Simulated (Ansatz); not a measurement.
# Phonons of Si2Ni (Fm-3m) against volume, part 3 of 3

Aim: how do the optical modes of Si2Ni (Fm-3m) move with volume?

Ansatz 0.2.0; DFT PBEsol, scalar-relativistic, plane waves, PAW; PAW set soft_1.

So far, highest optical mode at the zone centre (no LO-TO term) (cm⁻¹): step 4 (modes at rest) 329; step 6 (volume ratio 1.06) 291.

### 7. Ground state of a member: 0.9 times the volume at rest

The cell is set to 0.9 times the volume at rest; symmetry leaves nothing else free, so this is a single point.

The input, input.yaml:

```yaml
crystal:
  lattice:
    - [0.0, 2.6017946608, 2.6017946608]
    - [2.6017946608, 0.0, 2.6017946608]
    - [2.6017946608, 2.6017946608, 0.0]
  atoms:
    - { symbol: Si, position: [0.25, 0.25, 0.25] }
    - { symbol: Si, position: [0.75, 0.75, 0.75] }
    - { symbol: Ni, position: [0.0, 0.0, 0.0] }
kpoints:
  mp_grid: { grid: [16, 16, 16] }
hamiltonian:
  xc: pbesol
  pseudopotentials: { kind: paw, azcp: { folder: soft_1 }, xc_functional: pbe }
scf:
  occupations: { method: methfessel_paxton, width: 0.2 }
output:
  forces: true
  stress: true
  eigenvalues: true
```

The run is started by

```bash
$ ansatz run input.yaml --threads 4 --pin off --max-ram 10240MiB --backend cpu --events-out ev --progress --plain --runs-dir out
```

Numbers of over 12 decimals in the logs are rounded to 6 here.

Log:

```text
[...]
Crystal: 3 atoms, lattice volume = 35.225 Å³
Basis set: ecut = 420 eV, 701 PW (Γ), exchange–correlation on 50×50×50 points (8 copies of the dense FFT grid, shifted against one another)
Bands: 17, of which v1, the nominal top of the filled ones, is band 13 counted from 1 (12 counted from 0)
Symmetry: 48 space group operations
[...]
k-points: 145 of 4096
[...]
--- Band table (eV; the first three rows and the last of 145) ---
  k-point 0: bands = [... 9 lower, 11.0112, 15.8812, 17.1042, 17.1042, 17.1042, 17.2194, 17.2194, 17.2194]
  k-point 1: bands = [... 9 lower, 10.9980, 15.4865, 16.3205, 16.5524, 16.5524, 17.8103, 17.8103, 18.4499]
  k-point 2: bands = [... 9 lower, 10.9652, 14.3286, 15.9851, 15.9851, 16.3994, 18.3511, 18.3511, 19.3918]
  k-point 144: bands = [... 9 lower, 10.8403, 10.9515, 11.4329, 12.3400, 17.7038, 17.7038, 19.6641, 20.5791]
[key lines of the parts left out:]
SCF converged after 9 iterations
Free energy (F): -7049.088919 eV
Fermi energy:    15.363787 eV
P = ⅓ Tr σ = 21.4741 GPa (214.741 kbar)
```

The job ended after 1.8 s (4 threads of Arm Neoverse V1, shared host; peak memory 0.37 GiB; 6.1 s of CPU time).

This step gave:

- pressure: 21.47 GPa
- volume per atom: 11.74 Å³

The forces vanish by symmetry, at a pressure of 21.47 GPa.

### 8. Modes of this member: 0.9 times the volume at rest

The zone-centre modes follow for 0.9 times the volume at rest.

input.yaml: that of step 7 with these lines changed.

```diff
@@ -17,4 +17,4 @@
 output:
-  forces: true
-  stress: true
   eigenvalues: true
+phonons:
+  method: dfpt
```

Log:

```text
[...]
Crystal: 3 atoms, lattice volume = 35.225 Å³
Basis set: ecut = 420 eV, 701 PW (Γ), exchange–correlation on 50×50×50 points (8 copies of the dense FFT grid, shifted against one another)
Bands: 17, of which v1, the nominal top of the filled ones, is band 13 counted from 1 (12 counted from 0)
Symmetry: 48 space group operations
k-points: 349 of 4096 (irreducible under 8 space group operations, time reversal used)
[...]
k-point 2: bands = [... 9 lower, 10.9652, 14.3286, 15.9851, 15.9851, 16.3994, 18.3511, 18.3511, 19.3918]
  k-point 348: bands = [... 9 lower, 10.8403, 10.9515, 11.4330, 12.3400, 17.7038, 17.7038, 19.6642, 20.5791]
[...]
ASR residual: 7.058e-6 → 0.000e0 eV/Å²; symmetrization residual: 1.199e-6 eV/Å²
  ASR residual per site (eV/Å²): 7.06e-6 7.06e-6 3.71e-6
  Γ frequencies (cm⁻¹): 0.00 0.00 0.00 380.19 380.19 380.19 404.25 404.25 404.25
[...]
[key lines of the parts left out:]
SCF converged after 11 iterations
Free energy (F): -7049.088919 eV
Fermi energy:    15.363798 eV
```

It took 19 s on 4 threads; peak memory 0.9 GiB.

This step gave:

- sum-rule residual before enforcement: 7.06e-6 eV/Å²
- highest optical mode at the zone centre (no LO-TO term): 404.2 cm⁻¹
- lowest optical zone-centre mode: 380.2 cm⁻¹

Patterns of degenerate modes are one choice out of their space. The modes at Γ (shares of kinetic energy by element, %):

```tsv
mode	frequency (cm⁻¹)	symmetry	Si %	Ni %
1	0.0	acoustic	49	51
2	0.0	acoustic	49	51
3	0.0	acoustic	49	51
4	380.2	T1u	51	49
5	380.2	T1u	51	49
6	380.2	T1u	51	49
7	404.2	T2g	100	0
8	404.2	T2g	100	0
9	404.2	T2g	100	0
```

The lowest optical mode is real, 380 cm⁻¹, and the highest lies at 404.2 cm⁻¹.

For the highest optical mode at the zone centre (no LO-TO term), step 4 gave 329 cm⁻¹; this run, with volume ratio 0.9, gives 404 cm⁻¹ (+23 %).

### 9. The series together

The members are set side by side, also those not shown above.

Each row is one cell with its response, relaxed at fixed volume as far as symmetry leaves anything free; energies are extrapolated to zero smearing, and E0 is that at rest; shape and atoms are relaxed in each cell where symmetry leaves them free; all runs use 16×16×16 k points and Methfessel-Paxton smearing of 0.2 eV. State of the crystal along the series:

```tsv
volume ratio	V (Å³/atom)	pressure (GPa)	E - E0 (meV/atom)
0.9	11.74	21.47	78.99
0.92	12	16.11	48.46
0.94	12.26	11.36	26.16
0.96	12.52	7.138	11.17
0.98	12.79	3.378	2.673
0.99	12.92	1.643	0.6465
1	13.05	-3.10e-4	0
1.02	13.31	-3.018	2.546
1.04	13.57	-5.706	9.723
1.06	13.83	-8.104	21.02
```

Each mode is tracked from rest by its pattern, and modes that stay within 0.3 cm⁻¹ of each other stand once; shape and atoms are relaxed in each cell where symmetry leaves them free; all runs use 16×16×16 k points and Methfessel-Paxton smearing of 0.2 eV. Optical modes along the series:

```tsv
V (Å³/atom)	mode 4 T1u (cm⁻¹)	mode 7 T2g (cm⁻¹)
11.74	380.2	404.2
12	365.5	389.7
12.26	351.3	374.9
12.52	337.3	359.4
12.79	323.8	343.9
12.92	317.2	336.4
13.05	310.8	329.1
13.31	298.1	315.2
13.57	285.9	302.6
13.83	274.2	291.3
```

From cubic fits (parabolas where under five rows exist) of ln ω and P against ln V through the rows within about 4 % of rest: γ = −d ln ω / d ln V and dω/dP = γ ω / B. Slopes at rest:

```tsv
mode	fitted frequency at rest (cm⁻¹)	Grüneisen parameter γ	dω/dP (cm⁻¹/GPa)
mode 4 T1u	310.8	2.06	4.01
mode 7 T2g	329.1	2.19	4.5
```

### 10. Summary of results

```json
{
 "members": "10",
 "highest optical mode at the zone centre (no LO-TO term), at rest": "329.1 cm⁻¹",
 "bulk modulus at rest": "160 GPa",
 "mode 4 T1u, γ": "2.06",
 "mode 7 T2g, γ": "2.19"
}
```

The series spans -8.1 to 21.5 GPa, and the slope at rest gives a bulk modulus of 160 GPa. Among the modes in the table of slopes γ runs from 2.06 (mode 4 T1u) to 2.19 (mode 7 T2g). One k mesh and one cutoff serve the ground states and modes of all volumes. These are harmonic frequencies at zero temperature: anharmonic shifts, linewidths and thermal expansion are left out. With no gap, or one that is small against the smearing, the frequencies hang on the k mesh and the smearing, most of all near Kohn anomalies. The runs are without spin polarisation, although Ni often carries a moment. The PAW files were made for PBE; the program adapts parts of them to the functional of the run, but their partial waves stay those of PBE, an approximation that was not tested in this session. Only the zone centre was solved, so an instability at another wavevector cannot show here.

[Logs are printed without paths, hosts, clocks, repeated set-up lines and the standing remarks that a program may print on its own settings, such as how far it seeks lower states.]

[Hosts, paths, dates, database ids (printed as entryN), source tags and the programs' standing remarks are cut or masked in the printed files.]
